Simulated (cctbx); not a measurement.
# Bi5As4 across an absorption edge

Space group C2/m (no. 12), a = 15.4304 Å, b = 3.7640 Å, c = 10.7382 Å, α = 90.00°, β = 133.93°, γ = 90.00°.

| atom | mult. | x | y | z | Ueq (Å²) |
| --- | --- | --- | --- | --- | --- |
| Bi1 | 4 | 0.6884 | 0 | 0.0609 | 0.0028 |
| Bi2 | 4 | 0.8727 | 1/2 | 0.6833 | 0.0025 |
| Bi3 | 2 | 0 | 0 | 0 | 0.0030 |
| As1 | 4 | 0.9494 | 0 | 0.2402 | 0.0036 |
| As2 | 4 | 0.7919 | 1/2 | 0.3444 | 0.0031 |

This is a model crystal, built by substitution and not relaxed, with assumed displacement parameters.

Calculated with cctbx: free-atom f′ and f″ from the Sasaki tables, no fine structure; amplitudes in electrons.

| E (eV) | F 1 1 0 | F 0 0 4 | F 2 0 2 | F 3 1 0 |
| --- | --- | --- | --- | --- |
| 12819 | 77.1 | 118.8 | 21.2 | 658.3 |
| 13169 | 72.3 | 116.2 | 23.9 | 645.5 |
| 13299 | 68.9 | 114.0 | 25.6 | 634.3 |
| 13359 | 65.7 | 111.8 | 27.1 | 623.2 |
| 13389 | 62.6 | 109.5 | 28.5 | 612.0 |
| 13404 | 59.6 | 107.3 | 29.9 | 600.8 |
| 13411 | 56.8 | 105.3 | 31.1 | 590.8 |
| 13415 | 53.9 | 103.1 | 32.4 | 580.0 |
| 13423 | 54.8 | 103.9 | 32.3 | 583.0 |
| 13427 | 58.2 | 106.4 | 30.7 | 595.7 |
| 13434 | 61.0 | 108.6 | 29.4 | 606.6 |
| 13449 | 64.1 | 111.0 | 27.9 | 618.5 |
| 13479 | 67.2 | 113.3 | 26.6 | 630.3 |
| 13569 | 71.1 | 116.4 | 24.8 | 645.8 |
| 13819 | 74.9 | 119.7 | 23.3 | 662.2 |

**Question.** Which edge is crossed, and why do the reflections move as they do?

The L3 edge of Bi. The edge is at 13419 eV. f′ of Bi falls from -12.2 e at 13299 eV to -18.6 e at 4 eV below it, and f″ steps from 3.96 to 10.11 e across it. Over that approach |F| changes by -22 % (1 1 0), -10 % (0 0 4), +27 % (2 0 2) and -9 % (3 1 0): a reflection falls where Bi scatters in phase with the total and rises where it scatters against it; it hardly moves where the Bi term is small or cancels by symmetry. Above the edge the larger f″ enters the imaginary part, where it can add to or cancel the other atoms' f″. The structure is centrosymmetric, so Friedel mates stay equal.
